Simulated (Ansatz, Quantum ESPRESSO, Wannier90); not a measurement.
# zigzag Re chain, bond 2.25 Å, width 1.6 Å: Wannier functions and conductance, part 3 of 5

How many channels does the wire offer, and does a small Wannier basis get them right? The wire: zigzag Re chain, bond 2.25 Å, width 1.6 Å.

Quantum ESPRESSO 7.5 and Wannier90 3.1.0; plane-wave DFT, PBE, PseudoDojo norm-conserving pseudopotentials; cross-check by Ansatz 0.2.0 with PAW datasets.

So far. Step 2 (Self-consistent run): The run needed 12 iterations to bring the estimated error under 1e-07 Ry; the largest force on any atom, held or free, is 1.05 eV/Å.

## (6) Localisation, bands and conductance

Level of this step: maximally localised Wannier functions and ballistic conductance; plane-wave DFT, PBE, PseudoDojo norm-conserving pseudopotentials (Wannier90).

After disentangling and localising, transport_mode = bulk builds principal layers from hoppings within dist_cutoff and counts open channels.

File wan.win:

```
num_wann = 18
num_bands = 39
num_iter = 200
num_print_cycles = 20
conv_tol = 1e-8
conv_window = 5
guiding_centres = true
dis_num_iter = 1500
dis_conv_tol = 1e-8
dis_win_min = -11.3278
dis_win_max = 8.6722
dis_froz_max = 1.1722
search_shells = 120
fermi_energy = -0.3278

transport = true
transport_mode = bulk
one_dim_axis = z
dist_cutoff = 18.88
dist_cutoff_mode = one_dim
tran_win_min = -4.0
tran_win_max = 2.0
tran_energy_step = 0.02

bands_plot = true
bands_num_points = 96
begin kpoint_path
G 0.0 0.0 0.0 Z 0.0 0.0 0.5
end kpoint_path

begin projections
Re:s;p;d
end projections

begin unit_cell_cart
ang
  9.0000000000 0.0000000000 0.0000000000
  0.0000000000 8.0000000000 0.0000000000
  0.0000000000 0.0000000000 3.1638584039
end unit_cell_cart

begin atoms_frac
  Re -0.0888888889 0.0000000000 0.0000000000
  Re 0.0888888889 0.0000000000 0.5000000000
end atoms_frac

mp_grid = 1 1 12
begin kpoints
  0.0 0.0 0.0000000000
  0.0 0.0 0.0833333333
  0.0 0.0 0.1666666667
  0.0 0.0 0.2500000000
  0.0 0.0 0.3333333333
  0.0 0.0 0.4166666667
  0.0 0.0 0.5000000000
  0.0 0.0 0.5833333333
  0.0 0.0 0.6666666667
  0.0 0.0 0.7500000000
  0.0 0.0 0.8333333333
  0.0 0.0 0.9166666667
end kpoints
```

Command:

```bash
OMP_NUM_THREADS=1 wannier90.x wan > wan.run.log
```

The log of the run:

```text
[banner, memory and clock lines left out]
+---------------------------------------------------+
             |                                                   |
             |                   WANNIER90                       |
             |                                                   |
             +---------------------------------------------------+
             |                                                   |
             |        Welcome to the Maximally-Localized         |
             |        Generalized Wannier Functions code         |
             |                             |
             |                                                   |
             |                                                   |
             |  Wannier90 Developer Group:                       |
             |    Giovanni Pizzi    (EPFL)                       |
             |    Valerio Vitale    (Cambridge)                  |
             |    David Vanderbilt  (Rutgers University)         |
             |    Nicola Marzari    (EPFL)                       |
             |    Ivo Souza         (Universidad del Pais Vasco) |
             |    Arash A. Mostofi  (Imperial College London)    |
             |    Jonathan R. Yates (University of Oxford)       |
             |                                                   |
             |  For the full list of Wannier90 3.x authors,      |
             |  please check the code documentation and the      |
             |  README on the GitHub page of the code            |
             |                                                   |
             |                                                   |
             |                                                   |
             |  [ref] "Wannier90 as a community code:            |
             |        new features and applications",            |
             |        165902 (2020).                             |
             |            |
             |                                                   |
             |  in any publications arising from the use of      |
             |                                                   |
             |  [ref] "Maximally Localized Generalised Wannier   |
             |         Functions for Composite Energy Bands"     |
             |         N. Marzari and D. Vanderbilt              |
             |         Phys. Rev. B 56 12847 (1997)              |
             |                                                   |
             |  [ref] "Maximally Localized Wannier Functions     |
             |         for Entangled Energy Bands"               |
             |         I. Souza, N. Marzari and D. Vanderbilt    |
             |         Phys. Rev. B 65 035109 (2001)             |
             |                                                   |
             |                                                   |
             | Copyright (c) 1996-2020                           |
             |        The Wannier90 Developer Group and          |
             |        individual contributors                    |
             |                                                   |
             |      Release: 3.1.0        5th March    2020      |
             |                                                   |
             | This program is free software; you can            |
             | redistribute it and/or modify it under the terms  |
             | of the GNU General Public License as published by |
             | the Free Software Foundation; either version 2 of |
             | the License, or (at your option) any later version|
             |                                                   |
             | This program is distributed in the hope that it   |
             | will be useful, but WITHOUT ANY WARRANTY; without |
             | even the implied warranty of MERCHANTABILITY or   |
             | FITNESS FOR A PARTICULAR PURPOSE. See the GNU     |
             | General Public License for more details.          |
             |                                                   |
             | You should have received a copy of the GNU General|
             | Public License along with this program; if not,   |
             | write to the Free Software Foundation, Inc.,      |
             | 675 Mass Ave, Cambridge, MA 02139, USA.           |
             |                                                   |
             +---------------------------------------------------+
[date or host left out]
             +---------------------------------------------------+

 ******************************************************************************
 * -> Using CODATA 2006 constant values                                       *
 *    (                      *
 * -> Using Bohr value from CODATA                                            *
 ******************************************************************************

 Running in serial (with parallel executable)

                                    ------
                                    SYSTEM
                                    ------

                              Lattice Vectors (Ang)
                    a_1     9.000000   0.000000   0.000000
                    a_2     0.000000   8.000000   0.000000
                    a_3     0.000000   0.000000   3.163858

                   Unit Cell Volume:     227.79781  (Ang^3)

                        Reciprocal-Space Vectors (Ang^-1)
                    b_1     0.698132   0.000000   0.000000
                    b_2     0.000000   0.785398   0.000000
                    b_3     0.000000   0.000000   1.985925

 *----------------------------------------------------------------------------*
 |   Site       Fractional Coordinate          Cartesian Coordinate (Ang)     |
 +----------------------------------------------------------------------------+
 | Re   1  -0.08889   0.00000   0.00000   |   -0.80000   0.00000   0.00000    |
 | Re   2   0.08889   0.00000   0.50000   |    0.80000   0.00000   1.58193    |
 *----------------------------------------------------------------------------*
                                ------------
                                K-POINT GRID
                                ------------

             Grid size =  1 x  1 x 12      Total points =   12

 *---------------------------------- MAIN ------------------------------------*
 |  Number of Wannier Functions               :                18             |
 |  Number of Objective Wannier Functions     :                18             |
 |  Number of input Bloch states              :                39             |
[...]
Cycle:     60
[...]
Sum of centres and spreads (  0.803653, -0.162420,  4.745538 )    42.18491820

     60    -0.547E-02     5.4201810622       42.1849182233       2.55  <-- CONV
        O_D=      0.3341353 O_OD=      9.0947435 O_TOT=     42.1849182 <-- SPRD
 Delta: O_D= -0.9322130E-02 O_OD=  0.3850670E-02 O_TOT= -0.5471460E-02 <-- DLTA
 Cycle:     80
[...]
Sum of centres and spreads (  0.861813,  0.262713,  4.745548 )    41.86000678

     80    -0.377E-01     0.5277404179       41.8600068014       2.61  <-- CONV
        O_D=      0.3386496 O_OD=      8.7653178 O_TOT=     41.8600068 <-- SPRD
 Delta: O_D=  0.1126658E-02 O_OD= -0.3879373E-01 O_TOT= -0.3766708E-01 <-- DLTA
 Cycle:    100
[...]
Sum of centres and spreads (  0.850322,  0.475289,  4.745704 )    41.61368627

    100    -0.112E-01     0.3404925702       41.6136862970       2.67  <-- CONV
        O_D=      0.3395189 O_OD=      8.5181280 O_TOT=     41.6136863 <-- SPRD
 Delta: O_D= -0.1797217E-03 O_OD= -0.1105069E-01 O_TOT= -0.1123041E-01 <-- DLTA

 Writing checkpoint file wan.chk... done

 Cycle:    120
[...]
Sum of centres and spreads (  0.818139,  0.271527,  4.745843 )    41.37874117

    120    -0.148E-02     0.1073052653       41.3787411919       2.72  <-- CONV
        O_D=      0.3404586 O_OD=      8.2822432 O_TOT=     41.3787412 <-- SPRD
 Delta: O_D= -0.6189918E-04 O_OD= -0.1415479E-02 O_TOT= -0.1477378E-02 <-- DLTA
 Cycle:    140
[...]
Sum of centres and spreads (  0.806545,  0.245001,  4.745786 )    41.35170045

    140    -0.162E-02     0.1554829600       41.3517004740       2.78  <-- CONV
        O_D=      0.3413649 O_OD=      8.2542962 O_TOT=     41.3517005 <-- SPRD
 Delta: O_D= -0.2443619E-03 O_OD= -0.1372555E-02 O_TOT= -0.1616917E-02 <-- DLTA
 Cycle:    160
[...]
Sum of centres and spreads (  0.801704,  0.233409,  4.745758 )    41.33207567

    160    -0.104E-02     0.1006038068       41.3320756912       2.84  <-- CONV
        O_D=      0.3420283 O_OD=      8.2340079 O_TOT=     41.3320757 <-- SPRD
 Delta: O_D=  0.1794302E-03 O_OD= -0.1216680E-02 O_TOT= -0.1037250E-02 <-- DLTA
 Cycle:    180
[...]
Sum of centres and spreads (  0.799151,  0.227283,  4.745744 )    41.31161914

    180    -0.653E-03     0.0822867786       41.3116191657       2.89  <-- CONV
        O_D=      0.3434382 O_OD=      8.2121415 O_TOT=     41.3116192 <-- SPRD
 Delta: O_D=  0.1293380E-03 O_OD= -0.7822673E-03 O_TOT= -0.6529292E-03 <-- DLTA
 Cycle:    200
[...]
Sum of centres and spreads (  0.799790,  0.216592,  4.745693 )    41.29429482

    200    -0.107E-02     0.1251965784       41.2942948446       2.95  <-- CONV
        O_D=      0.3455492 O_OD=      8.1927063 O_TOT=     41.2942948 <-- SPRD
 Delta: O_D= -0.2060917E-03 O_OD= -0.8638994E-03 O_TOT= -0.1069991E-02 <-- DLTA

 Writing checkpoint file wan.chk... done

 Final State
[...]
WF centre and spread   11  ( -4.023913,  1.459436, -1.581843 )     4.68635733
  WF centre and spread   12  (  1.444641,  1.556919,  1.582300 )     2.92875200
  WF centre and spread   13  (  1.313579, -1.417695,  1.581889 )     3.01131949
  WF centre and spread   14  (  0.819018,  0.010565,  1.582017 )     1.59958210
  WF centre and spread   15  (  0.754763, -0.002198,  1.557734 )     1.38776126
  WF centre and spread   16  (  0.820885,  0.005322,  1.581904 )     1.18886227
  WF centre and spread   17  (  1.257142,  0.011630,  1.592986 )     1.60211801
  WF centre and spread   18  (  0.739026,  0.005560,  1.581963 )     1.18984650
  Sum of centres and spreads (  0.799790,  0.216592,  4.745693 )    41.29429482

         Spreads (Ang^2)       Omega I      =    32.756039414
        ================       Omega D      =     0.345549159
                               Omega OD     =     8.192706271
    Final Spread (Ang^2)       Omega Total  =    41.294294845
 Time for wannierise            0.559 (sec)

 Writing checkpoint file wan.chk... done

 *---------------------------------------------------------------------------*
 |                               PLOTTING                                    |
 *---------------------------------------------------------------------------*

 Translated centres
    translation centre in fractional coordinate:  0.000000  0.000000  0.250000
  WF centre     1  ( -0.264529, -0.058693,  1.595797 )
  WF centre     2  (  3.944781, -1.562268, -0.000115 )
  WF centre     3  ( -1.841240, -0.743906, -0.015340 )
  WF centre     4  ( -1.342910,  1.154794, -0.005138 )
  WF centre     5  ( -0.680790, -0.011132, -0.048655 )
  WF centre     6  ( -0.878291, -0.002871,  0.073248 )
  WF centre     7  ( -0.819907, -0.000237,  0.002130 )
  WF centre     8  ( -0.826703, -0.320014, -0.001717 )
  WF centre     9  ( -0.746934,  0.105084, -0.002631 )
  WF centre    10  (  1.131171,  0.026296, -0.003118 )
  WF centre    11  ( -4.023913,  1.459436,  1.582015 )
  WF centre    12  (  1.444641,  1.556919,  1.582300 )
  WF centre    13  (  1.313579, -1.417695,  1.581889 )
  WF centre    14  (  0.819018,  0.010565,  1.582017 )
  WF centre    15  (  0.754763, -0.002198,  1.557734 )
  WF centre    16  (  0.820885,  0.005322,  1.581904 )
  WF centre    17  (  1.257142,  0.011630,  1.592986 )
  WF centre    18  (  0.739026,  0.005560,  1.581963 )

 Calculating interpolated band-structure

 Time to calculate interpolated band structure       0.028 (sec)

 Time for plotting              0.032 (sec)

 *---------------------------------------------------------------------------*
 |                              TRANSPORT                                    |
 *---------------------------------------------------------------------------*

 Calculation of Quantum Conductance and DoS: bulk mode

 Maximum imaginary part of the real-space Hamiltonian:     0.084144

     Maximum real part of the real-space Hamiltonian at each lattice point
            Lattice point R           Max |H_ij(R)|
                  -7                     0.000000
                  -6                     0.006002
                  -5                     0.018722
                  -4                     0.036917
                  -3                     0.092673
                  -2                     0.292656
                  -1                     1.797514
                   0                     5.604818
                   1                     1.797514
                   2                     0.292656
                   3                     0.092673
                   4                     0.036917
                   5                     0.018722
                   6                     0.006002
                   7                     0.000000

 Number of unit cells inside the principal layer:     6
 Number of Wannier Functions inside the principal layer:   108

 Calculating quantum conductance and density of states... done

 Time for transport            21.404 (sec)
 Total Execution Time          24.469 (sec)

 *===========================================================================*
 |                             TIMING INFORMATION                            |
 *===========================================================================*
 |    Tag                                                Ncalls      Time (s)|
 |---------------------------------------------------------------------------|
 |kmesh: get                                        :         1         0.011|
 |overlap: allocate                                 :         1         0.000|
 |overlap: read                                     :         1         0.065|
 |dis: main                                         :         1         2.393|
 |wann: main                                        :         1         0.559|
 |plot: main                                        :         1         0.032|
 |tran: main                                        :         1        21.404|
 *---------------------------------------------------------------------------*

 All done: wannier90 exiting
[key lines of the parts left out:]
|  Fermi energy (eV)                         :            -0.328             |
```

Elapsed: 25 s, on 1 MPI rank of Arm Neoverse V2, shared host; peak memory 0.09 GiB.

This step gave:

```
lead channels at the Fermi level, one spin                                        : 4.000
total spread                                                                      : 41.29 Å²
gauge-invariant spread                                                            : 32.76 Å²
largest misfit to plane-wave levels between mesh points, inside the frozen window : 0.003225 eV
```

Per spin. Quantum conductance of the perfect wire, open channels against energy, zero at the Fermi level:

energy (eV), quantum conductance of the perfect wire, open channels and a bar:
```
   -4.000       2.00 ##########
   -3.800       3.00 ###############
   -3.600       3.00 ###############
   -3.400       5.00 #########################
   -3.200       5.00 #########################
   -3.000       4.59 #######################
   -2.800       3.00 ###############
   -2.600       2.00 ##########
   -2.400       2.00 ##########
   -2.200       3.00 ###############
   -2.000       3.00 ###############
   -1.800       3.00 ###############
   -1.600       2.00 ##########
   -1.400       2.00 ##########
   -1.200       0.00 
   -1.020       0.00 
   -0.800       0.00 
   -0.600       0.00 
   -0.400       1.00 #####
   -0.200       4.00 ####################
    0.000       4.00 ####################
    0.200       2.00 ##########
    0.400       2.00 ##########
    0.600       3.98 ####################
    0.800       5.00 #########################
    1.000       5.00 #########################
    1.200       6.00 ##############################
    1.400       2.00 ##########
    1.600       3.00 ###############
    1.800       4.00 ####################
    2.000       4.00 ####################
```

Wannier functions:

```
no.    x (Å)      y (Å)      z (Å)  spread (Å²)
  1  -0.2645   -0.05869     -1.568        2.738
  2    3.945     -1.562     -3.164        4.677
  3   -1.841    -0.7439   -0.01534        2.416
  4   -1.343      1.155  -0.005138        2.818
  5  -0.6808   -0.01113   -0.04865        1.525
  6  -0.8783  -0.002871    0.07325        1.482
  7  -0.8199   -2.37e-4    0.00213        1.181
  8  -0.8267      -0.32  -0.001717        1.532
  9  -0.7469     0.1051  -0.002631         1.26
 10    1.131     0.0263  -0.003118         4.07
 11   -4.024      1.459     -1.582        4.686
 12    1.445      1.557      1.582        2.929
 13    1.314     -1.418      1.582        3.011
 14    0.819    0.01056      1.582          1.6
 15   0.7548  -0.002198      1.558        1.388
 16   0.8209   0.005322      1.582        1.189
 17    1.257    0.01163      1.593        1.602
 18    0.739    0.00556      1.582         1.19
```

The electronic bands at the labelled points (eV, zero at the Fermi level; # counts the bands kept):

```
  point     #4     #5     #6     #7     #8    #9   #10   #11
      Γ  -2.68  -2.40  -1.62  -0.49  -0.21  0.66  1.01  1.42
halfway  -3.07  -2.93  -1.94   0.15   0.60  0.92  1.08  1.44
      Z  -3.23  -1.35  -1.35  -0.38  -0.38  1.18  1.18  2.64
```

Bands and channels are those of the Wannier model: bands that were not projected, and all outside the frozen window, are missing or only approximate.

Disentanglement stopped at its cap on iterations, so these spreads are not final.

At least 2 of the functions sit far from every atom, off the bonds: the outer window has let in states of the vacuum, so the basis is not the atomic one that was projected.

## (7) Neighbour list from wannier90 -pp, with dis_win_max − E_F = 4.0

How much does a setting matter? One run is repeated with a change.

wan_w.win is the input of step 6 with these lines changed:

```diff
@@ -10,3 +10,3 @@
 dis_win_min = -11.3278
-dis_win_max = 8.6722
+dis_win_max = 3.6722
 dis_froz_max = 1.1722
```

Command:

```bash
OMP_NUM_THREADS=1 wannier90.x -pp wan_w > wan_w.pp.log
```

It took 0.47 s on 1 MPI rank; peak memory 0.09 GiB.

## (8) Overlaps and projections

The follow-up step for that run.

File wan_w.p2w.in:

```
&inputpp
  prefix = 'nscf'
  outdir = './out'
  seedname = 'wan_w'
  write_mmn = .true.
  write_amn = .true.
  write_unk = .false.
/
```

Command:

```bash
OMP_NUM_THREADS=1 mpirun -n 2 pw2wannier90.x -in wan_w.p2w.in > wan_w.p2w.out
```

Run time: 16 s. Hardware: 2 MPI ranks; peak memory 0.13 GiB; 33 s of CPU time.

(Continued in part 4 of 5.)

[Logs are printed without paths, hosts, clocks, repeated set-up lines and the standing remarks that a program may print on its own settings, such as how far it seeks lower states.]

[Hosts, paths, dates, database ids (printed as entryN), source tags and the programs' standing remarks are cut or masked in the printed files.]

[Maps of the electrostatic potential energy from Ansatz leave out the sawtooth potential of an applied field or a dipole correction, so their vacuum need not be flat; planar profiles and work functions include it.]
